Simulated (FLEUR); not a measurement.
# Magnetic state of MnO2 (Pyrolusite) from several starts

Aim: find out whether MnO2 (Pyrolusite) carries moments, and which collinear order costs least.

Main program and level: FLEUR MaX-R8.1; PBE with U = 4 eV on Mn d; all-electron FLAPW, Dirac cores, scalar-relativistic bands.

**Measured values to reproduce.**

“Local electronic structure of dilute hydrogen in beta-MnO2” (2024, arxiv:2401.02109) quotes from earlier work for MnO2, rutile (bulk crystal): moment (ordered Mn moment in helical phase) 2.34 μB [Earlier experimental value quoted in discussion; measurement temperature and sample not …].

Report form: the programs' logs are mostly left out.

### 1. The structure

It takes space group P4_2/mnm (No. 136, tetragonal). Conventional cell: a = 4.398 Å, b = 4.398 Å, c = 2.873 Å, α = 90.00°, β = 90.00°, γ = 90.00°. Nearest to Mn lie 6 O at 1.88 to 1.90 Å. O has 3 Mn at 1.88 to 1.90 Å nearest. Farther neighbours and most contacts between anions are not listed.

Structure file:

```xyz
6
Lattice="4.3983 0.0000 0.0000 0.0000 4.3983 0.0000 0.0000 0.0000 2.8730" Properties=species:S:1:pos:R:3 pbc="T T T"
Mn    0.0000    0.0000    0.0000
Mn    2.1991    2.1991    1.4365
O     1.3421    1.3421    0.0000
O     0.8570    3.5413    1.4365
O     3.0562    3.0562    0.0000
O     3.5413    0.8570    1.4365
```

### 2. Run 1 (ferro ++)

The parallel start is the test of whether parallel moments hold. A Hubbard U acts on the open shell, since semilocal functionals spread its electrons too much.

inpgen writes inp.xml from crystal.txt; cutoffs, mixing, functional, smearing and local orbitals are then set in the file. The k list default-1 (kpts.xml, not shown) is a Γ-centred 8×8×8 mesh; where the ranks do not divide the number of points, some are split in two of half the weight.

inp.xml

```
<?xml version="1.0" encoding="UTF-8" standalone="no"?>
<fleurInput fleurInputVersion="0.39">
   <comment>
      MnO2
   </comment>
   <calculationSetup>
      <cutoffs Kmax="4.4" Gmax="13.2" GmaxXC="13.2" numbands="0"/>
      <scfLoop itmax="120" minDistance="0.0001" maxIterBroyd="15" imix="Anderson" alpha="0.05" precondParam="0.0" spinf="2.0" sdNocoIR="T"/>
      <coreElectrons ctail="T" frcor="F" kcrel="0" coretail_lmax="0"/>
      <xcFunctional name="pbe" relativisticCorrections="F"/>
      <magnetism jspins="2"/>
      <soc l_soc="F" theta="0.0" phi="0.0" spav="F"/>
      <expertModes spex="0" secvar="F"/>
      <geometryOptimization l_f="F" forcealpha="1.0" forcemix="BFGS" epsdisp="0.00001" epsforce="0.00001"/>
      <ldaU l_linMix="F" mixParam="0.05" spinf="1.0"/>
   </calculationSetup>
   <cell>
      <bzIntegration valenceElectrons="54.0" mode="hist" fermiSmearingEnergy="0.00183747">
         <kPointListSelection listName="default-1"/>
         <xi:include xmlns:xi="http://www.w3.org/2001/XInclude" href="kpts.xml"> </xi:include>
      </bzIntegration>
      <xi:include xmlns:xi="http://www.w3.org/2001/XInclude" href="sym.xml"> </xi:include>
      <bulkLattice scale="1.0">
         <bravaisMatrix>
            <row-1>    8.3115824138281784     0.0000000000000000     0.0000000000000000</row-1>
            <row-2>    0.0000000000000000     8.3115824138281784     0.0000000000000000</row-2>
            <row-3>    0.0000000000000000     0.0000000000000000     5.4291831559758004</row-3>
         </bravaisMatrix>
      </bulkLattice>
   </cell>
   <atomSpecies>
      <species name="Manganese 4.500" element="Mn" atomicNumber="25">
         <mtSphere radius="2.21" gridPoints="731" logIncrement="0.017"/>
         <atomicCutoffs lmax="8" lnonsphr="6"/>
         <electronConfig flipSpins="F">
            <coreConfig>(1s1/2) (2s1/2) (2p1/2) (2p3/2)</coreConfig>
            <valenceConfig>(3s1/2) (3p1/2) (3p3/2) (4s1/2) (3d3/2) (3d5/2)</valenceConfig>
            <stateOccupation state="(3d3/2)" spinUp="1.75" spinDown="0.25"/>
            <stateOccupation state="(3d5/2)" spinUp="3.0" spinDown="0.0"/>
         </electronConfig>
         <energyParameters s="4" p="4" d="3" f="4"/>
         <ldaU l="2" U="4.0" J="0.0" l_amf="F"/>
         <lo type="SCLO" l="0" n="3" eDeriv="0"/>
         <lo type="SCLO" l="1" n="3" eDeriv="0"/>
      </species>
      <species name="Oxygen (O)" element="O" atomicNumber="8">
         <mtSphere radius="1.25" gridPoints="415" logIncrement="0.025"/>
         <atomicCutoffs lmax="6" lnonsphr="4"/>
         <electronConfig flipSpins="F">
            <coreConfig>(1s1/2)</coreConfig>
            <valenceConfig>(2s1/2) (2p1/2) (2p3/2)</valenceConfig>
            <stateOccupation state="(2p1/2)" spinUp="0.666667" spinDown="0.666667"/>
            <stateOccupation state="(2p3/2)" spinUp="1.333333" spinDown="1.333333"/>
         </electronConfig>
         <energyParameters s="2" p="2" d="3" f="4"/>
      </species>
   </atomSpecies>
   <atomGroups>
      <atomGroup species="Manganese 4.500">
         <relPos label="                   1">.0000000000 .0000000000 .0000000000</relPos>
         <relPos label="                   2">1.000/2.000 1.000/2.000 1.000/2.000</relPos>
         <force calculate="T" relaxXYZ="TTT"/>
      </atomGroup>
      <atomGroup species="Oxygen (O)">
         <relPos label="                   3">.3051500000 .3051500000 .0000000000</relPos>
         <relPos label="                   4">.1948500000 -.1948500000 1.000/2.000</relPos>
         <relPos label="                   5">-.3051500000 -.3051500000 .0000000000</relPos>
         <relPos label="                   6">-.1948500000 .1948500000 1.000/2.000</relPos>
         <force calculate="T" relaxXYZ="TTT"/>
      </atomGroup>
   </atomGroups>
   <output dos="F" band="F" slice="F">
      <bandDOS minEnergy="-.5*Htr" maxEnergy="0.5*Htr" sigma="0.015" storeEVData="T"/>
      <plotting iplot="0" polar="F">
         <plot TwoD="T" vec1="  1.0  0.0  0.0" vec2="  0.0  1.0  0.0" vec3="  0.0  0.0  1.0" zero="  0.0  0.0  0.0" file="plot"/>
      </plotting>
      <moessbauerParams electricFieldGradient="F" isomerShift="F" coreHyperfine="F" valenceHyperfine="F"/>
   </output>
</fleurInput>
```

crystal.txt

```
MnO2
&input film=F cartesian=F /
4.39830000000  0.00000000000  0.00000000000
0.00000000000  4.39830000000  0.00000000000
0.00000000000  0.00000000000  2.87300000000
1.8897261246
1.0 1.0 1.0

6
25 0.00000000000  0.00000000000  0.00000000000 : 4.500
25 0.50000000000  0.50000000000  0.50000000000 : 4.500
8 0.30515000000  0.30515000000  0.00000000000
8 0.19485000000  0.80515000000  0.50000000000
8 0.69485000000  0.69485000000  0.00000000000
8 0.80515000000  0.19485000000  0.50000000000

&kpt div1=8 div2=8 div3=8 gamma=T /
```

Started as:

```
$ OMP_NUM_THREADS=1 inpgen -f crystal.txt > inpgen.log  # inp.xml is then edited as shown
$ OMP_NUM_THREADS=1 mpirun -n 4 fleur_MPI > fleur.log
```

Run time: 2.2 min. Hardware: 4 MPI ranks of Arm Neoverse V1, shared host; peak memory 0.27 GiB.

Spin moment in the muffin-tin sphere by atom:

| atom | spin moment in the muffin-tin sphere (μB) |
| --- | --- |
| Mn1 | 2.97 |
| Mn2 | 2.97 |
| O3 | -0.01 |
| O4 | -0.01 |
| O5 | -0.01 |
| O6 | -0.01 |

Numbers from this step:

- free energy: -71241.5046 eV
- program's band gap on this mesh (in a metal only a level spacing): 0.05983 eV
- magnetization: 6.011 μB
- final state: ferromagnetic

After 27 cycles the largest moment stands at 2.97 μB.

### 3. Run 2 (antiferro +-)

Reversing part of the moments tests the sign of the couplings between them.

Changes to inp.xml since step 2:

```diff
@@ -45,2 +45,16 @@
       </species>
+      <species name="Manganese -4.500" element="Mn" atomicNumber="25">
+         <mtSphere radius="2.21" gridPoints="731" logIncrement="0.017"/>
+         <atomicCutoffs lmax="8" lnonsphr="6"/>
+         <electronConfig flipSpins="F">
+            <coreConfig>(1s1/2) (2s1/2) (2p1/2) (2p3/2)</coreConfig>
+            <valenceConfig>(3s1/2) (3p1/2) (3p3/2) (4s1/2) (3d3/2) (3d5/2)</valenceConfig>
+            <stateOccupation state="(3d3/2)" spinUp="0.25" spinDown="1.75"/>
+            <stateOccupation state="(3d5/2)" spinUp="0.0" spinDown="3.0"/>
+         </electronConfig>
+         <energyParameters s="4" p="4" d="3" f="4"/>
+         <ldaU l="2" U="4.0" J="0.0" l_amf="F"/>
+         <lo type="SCLO" l="0" n="3" eDeriv="0"/>
+         <lo type="SCLO" l="1" n="3" eDeriv="0"/>
+      </species>
       <species name="Oxygen (O)" element="O" atomicNumber="8">
@@ -60,2 +74,5 @@
          <relPos label="                   1">.0000000000 .0000000000 .0000000000</relPos>
+         <force calculate="T" relaxXYZ="TTT"/>
+      </atomGroup>
+      <atomGroup species="Manganese -4.500">
          <relPos label="                   2">1.000/2.000 1.000/2.000 1.000/2.000</relPos>
@@ -65,4 +82,7 @@
          <relPos label="                   3">.3051500000 .3051500000 .0000000000</relPos>
+         <relPos label="                   5">-.3051500000 -.3051500000 .0000000000</relPos>
+         <force calculate="T" relaxXYZ="TTT"/>
+      </atomGroup>
+      <atomGroup species="Oxygen (O)">
          <relPos label="                   4">.1948500000 -.1948500000 1.000/2.000</relPos>
-         <relPos label="                   5">-.3051500000 -.3051500000 .0000000000</relPos>
          <relPos label="                   6">-.1948500000 .1948500000 1.000/2.000</relPos>
```

Changes to crystal.txt since step 2:

```diff
@@ -10,3 +10,3 @@
 25 0.00000000000  0.00000000000  0.00000000000 : 4.500
-25 0.50000000000  0.50000000000  0.50000000000 : 4.500
+25 0.50000000000  0.50000000000  0.50000000000 : -4.500
 8 0.30515000000  0.30515000000  0.00000000000
```

It took 3 min on 4 MPI ranks; peak memory 0.33 GiB; 12 min of CPU time.

Spin moment in the muffin-tin sphere by atom:

| atom | spin moment in the muffin-tin sphere (μB) |
| --- | --- |
| Mn1 | 2.88 |
| Mn2 | -2.88 |
| O3 | -0.02 |
| O4 | 0.02 |
| O5 | -0.02 |
| O6 | 0.02 |

Read from the output:

- free energy: -71241.5728 eV
- program's band gap on this mesh (in a metal only a level spacing): 0.3450 eV
- magnetization: 0 μB
- final state: antiferromagnetic

It lies 34.1 meV a seeded atom under the first start, and its largest moment is 2.88 μB against 2.97 μB.

### 4. Run 3 (antiferro q=(0,1/2,0) +-+-)

An opposed order shows whether neighbours prefer unlike signs.

This order needs a doubled cell of 12 atoms. The mesh is halved along the doubled vector, so that both cells sample the same points. The k list default-1 (kpts.xml, not shown) is a Γ-centred 8×4×8 mesh.

Changes to inp.xml since step 3:

```diff
@@ -17,3 +17,3 @@
    <cell>
-      <bzIntegration valenceElectrons="54.0" mode="hist" fermiSmearingEnergy="0.00183747">
+      <bzIntegration valenceElectrons="108.0" mode="hist" fermiSmearingEnergy="0.00183747">
          <kPointListSelection listName="default-1"/>
@@ -25,3 +25,3 @@
             <row-1>    8.3115824138281784     0.0000000000000000     0.0000000000000000</row-1>
-            <row-2>    0.0000000000000000     8.3115824138281784     0.0000000000000000</row-2>
+            <row-2>    0.0000000000000000    16.6231648276563568     0.0000000000000000</row-2>
             <row-3>    0.0000000000000000     0.0000000000000000     5.4291831559758004</row-3>
@@ -74,2 +74,3 @@
          <relPos label="                   1">.0000000000 .0000000000 .0000000000</relPos>
+         <relPos label="                   3">1.000/2.000 1.000/4.000 1.000/2.000</relPos>
          <force calculate="T" relaxXYZ="TTT"/>
@@ -77,3 +78,4 @@
       <atomGroup species="Manganese -4.500">
-         <relPos label="                   2">1.000/2.000 1.000/2.000 1.000/2.000</relPos>
+         <relPos label="                   2">.0000000000 1.000/2.000 .0000000000</relPos>
+         <relPos label="                   4">1.000/2.000 -1.000/4.000 1.000/2.000</relPos>
          <force calculate="T" relaxXYZ="TTT"/>
@@ -81,4 +83,4 @@
       <atomGroup species="Oxygen (O)">
-         <relPos label="                   3">.3051500000 .3051500000 .0000000000</relPos>
-         <relPos label="                   5">-.3051500000 -.3051500000 .0000000000</relPos>
+         <relPos label="                   5">.3051500000 .1525750000 .0000000000</relPos>
+         <relPos label="                  11">-.1948500000 .0974250000 1.000/2.000</relPos>
          <force calculate="T" relaxXYZ="TTT"/>
@@ -86,4 +88,14 @@
       <atomGroup species="Oxygen (O)">
-         <relPos label="                   4">.1948500000 -.1948500000 1.000/2.000</relPos>
-         <relPos label="                   6">-.1948500000 .1948500000 1.000/2.000</relPos>
+         <relPos label="                   6">.3051500000 -.3474250000 .0000000000</relPos>
+         <relPos label="                  12">-.1948500000 -.4025750000 1.000/2.000</relPos>
+         <force calculate="T" relaxXYZ="TTT"/>
+      </atomGroup>
+      <atomGroup species="Oxygen (O)">
+         <relPos label="                   7">.1948500000 .4025750000 1.000/2.000</relPos>
+         <relPos label="                  10">-.3051500000 -.1525750000 .0000000000</relPos>
+         <force calculate="T" relaxXYZ="TTT"/>
+      </atomGroup>
+      <atomGroup species="Oxygen (O)">
+         <relPos label="                   8">.1948500000 -.0974250000 1.000/2.000</relPos>
+         <relPos label="                   9">-.3051500000 .3474250000 .0000000000</relPos>
          <force calculate="T" relaxXYZ="TTT"/>
```

crystal.txt

```
MnO2
&input film=F cartesian=F /
4.39830000000  0.00000000000  0.00000000000
0.00000000000  8.79660000000  0.00000000000
0.00000000000  0.00000000000  2.87300000000
1.8897261246
1.0 1.0 1.0

12
25 0.00000000000  0.00000000000  0.00000000000 : 4.500
25 0.00000000000  0.50000000000  0.00000000000 : -4.500
25 0.50000000000  0.25000000000  0.50000000000 : 4.500
25 0.50000000000  0.75000000000  0.50000000000 : -4.500
8 0.30515000000  0.15257500000  0.00000000000
8 0.30515000000  0.65257500000  0.00000000000
8 0.19485000000  0.40257500000  0.50000000000
8 0.19485000000  0.90257500000  0.50000000000
8 0.69485000000  0.34742500000  0.00000000000
8 0.69485000000  0.84742500000  0.00000000000
8 0.80515000000  0.09742500000  0.50000000000
8 0.80515000000  0.59742500000  0.50000000000

&kpt div1=8 div2=4 div3=8 gamma=T /
```

It took 31 min on 4 MPI ranks; peak memory 0.88 GiB.

Spin moment in the muffin-tin sphere by atom:

| atom | spin moment in the muffin-tin sphere (μB) |
| --- | --- |
| Mn1 | 2.92 |
| Mn2 | -2.92 |
| Mn3 | 2.92 |
| Mn4 | -2.92 |
| O5 | -0.01 |
| O6 | 0.01 |
| O7 | -0.01 |
| O8 | 0.01 |
| O9 | 0.01 |
| O10 | -0.01 |
| O11 | -0.01 |
| O12 | 0.01 |

This step gave:

```
free energy                                                       : -142483.1035 eV
program's band gap on this mesh (in a metal only a level spacing) : 0.4576 eV
magnetization                                                     : 0 μB
final state                                                       : antiferromagnetic
```

It lies 23.6 meV a seeded atom under the first start, and its largest moment is 2.92 μB against 2.97 μB.

### 5. Order 4, typed as antiferro q=(0,0,1/2) +-+-

The cell is doubled to 12 atoms to hold this order. The mesh is halved along the doubled vector, so that both cells sample the same points. The k list default-1 (kpts.xml, not shown) is a Γ-centred 8×8×4 mesh.

Changes to inp.xml since step 4:

```diff
@@ -25,4 +25,4 @@
             <row-1>    8.3115824138281784     0.0000000000000000     0.0000000000000000</row-1>
-            <row-2>    0.0000000000000000    16.6231648276563568     0.0000000000000000</row-2>
-            <row-3>    0.0000000000000000     0.0000000000000000     5.4291831559758004</row-3>
+            <row-2>    0.0000000000000000     8.3115824138281784     0.0000000000000000</row-2>
+            <row-3>    0.0000000000000000     0.0000000000000000    10.8583663119516007</row-3>
          </bravaisMatrix>
@@ -74,3 +74,3 @@
          <relPos label="                   1">.0000000000 .0000000000 .0000000000</relPos>
-         <relPos label="                   3">1.000/2.000 1.000/4.000 1.000/2.000</relPos>
+         <relPos label="                   3">1.000/2.000 1.000/2.000 1.000/4.000</relPos>
          <force calculate="T" relaxXYZ="TTT"/>
@@ -78,4 +78,4 @@
       <atomGroup species="Manganese -4.500">
-         <relPos label="                   2">.0000000000 1.000/2.000 .0000000000</relPos>
-         <relPos label="                   4">1.000/2.000 -1.000/4.000 1.000/2.000</relPos>
+         <relPos label="                   2">.0000000000 .0000000000 1.000/2.000</relPos>
+         <relPos label="                   4">1.000/2.000 1.000/2.000 -1.000/4.000</relPos>
          <force calculate="T" relaxXYZ="TTT"/>
@@ -83,4 +83,6 @@
       <atomGroup species="Oxygen (O)">
-         <relPos label="                   5">.3051500000 .1525750000 .0000000000</relPos>
-         <relPos label="                  11">-.1948500000 .0974250000 1.000/2.000</relPos>
+         <relPos label="                   5">.3051500000 .3051500000 .0000000000</relPos>
+         <relPos label="                   7">.1948500000 -.1948500000 1.000/4.000</relPos>
+         <relPos label="                   9">-.3051500000 -.3051500000 .0000000000</relPos>
+         <relPos label="                  11">-.1948500000 .1948500000 1.000/4.000</relPos>
          <force calculate="T" relaxXYZ="TTT"/>
@@ -88,14 +90,6 @@
       <atomGroup species="Oxygen (O)">
-         <relPos label="                   6">.3051500000 -.3474250000 .0000000000</relPos>
-         <relPos label="                  12">-.1948500000 -.4025750000 1.000/2.000</relPos>
-         <force calculate="T" relaxXYZ="TTT"/>
-      </atomGroup>
-      <atomGroup species="Oxygen (O)">
-         <relPos label="                   7">.1948500000 .4025750000 1.000/2.000</relPos>
-         <relPos label="                  10">-.3051500000 -.1525750000 .0000000000</relPos>
-         <force calculate="T" relaxXYZ="TTT"/>
-      </atomGroup>
-      <atomGroup species="Oxygen (O)">
-         <relPos label="                   8">.1948500000 -.0974250000 1.000/2.000</relPos>
-         <relPos label="                   9">-.3051500000 .3474250000 .0000000000</relPos>
+         <relPos label="                   6">.3051500000 .3051500000 1.000/2.000</relPos>
+         <relPos label="                   8">.1948500000 -.1948500000 -1.000/4.000</relPos>
+         <relPos label="                  10">-.3051500000 -.3051500000 1.000/2.000</relPos>
+         <relPos label="                  12">-.1948500000 .1948500000 -1.000/4.000</relPos>
          <force calculate="T" relaxXYZ="TTT"/>
```

crystal.txt

```
MnO2
&input film=F cartesian=F /
4.39830000000  0.00000000000  0.00000000000
0.00000000000  4.39830000000  0.00000000000
0.00000000000  0.00000000000  5.74600000000
1.8897261246
1.0 1.0 1.0

12
25 0.00000000000  0.00000000000  0.00000000000 : 4.500
25 0.00000000000  0.00000000000  0.50000000000 : -4.500
25 0.50000000000  0.50000000000  0.25000000000 : 4.500
25 0.50000000000  0.50000000000  0.75000000000 : -4.500
8 0.30515000000  0.30515000000  0.00000000000
8 0.30515000000  0.30515000000  0.50000000000
8 0.19485000000  0.80515000000  0.25000000000
8 0.19485000000  0.80515000000  0.75000000000
8 0.69485000000  0.69485000000  0.00000000000
8 0.69485000000  0.69485000000  0.50000000000
8 0.80515000000  0.19485000000  0.25000000000
8 0.80515000000  0.19485000000  0.75000000000

&kpt div1=8 div2=8 div3=4 gamma=T /
```

The job ended after 17 min (4 MPI ranks; peak memory 0.66 GiB; 70 min of CPU time).

This step gave:

```yaml
free_energy: -142483.1149 eV
program_s_band_gap_on_this_mesh_in_a_metal_only_a_level_spacing: 0.5411 eV
magnetization: 0 μB
final_state: antiferromagnetic
largest_moment: 2.873 μB
```

It lies 26.4 meV a seeded atom under the first start, and its largest moment is 2.87 μB against 2.97 μB.

[end of part 1 of 2]

[Logs and program files are shortened in this print: banners, set-up blocks, solver, clock and traceback lines can be left out without a mark of their own.]

[Logs are printed without paths, hosts, clocks, repeated set-up lines and the standing remarks that a program may print on its own settings, such as how far it seeks lower states.]

[Hosts, paths, dates, database ids (printed as entryN), source tags and the programs' standing remarks are cut or masked in the printed files.]

[Where a cell is said to come from a database of computed structures, the database is the Materials Project.]
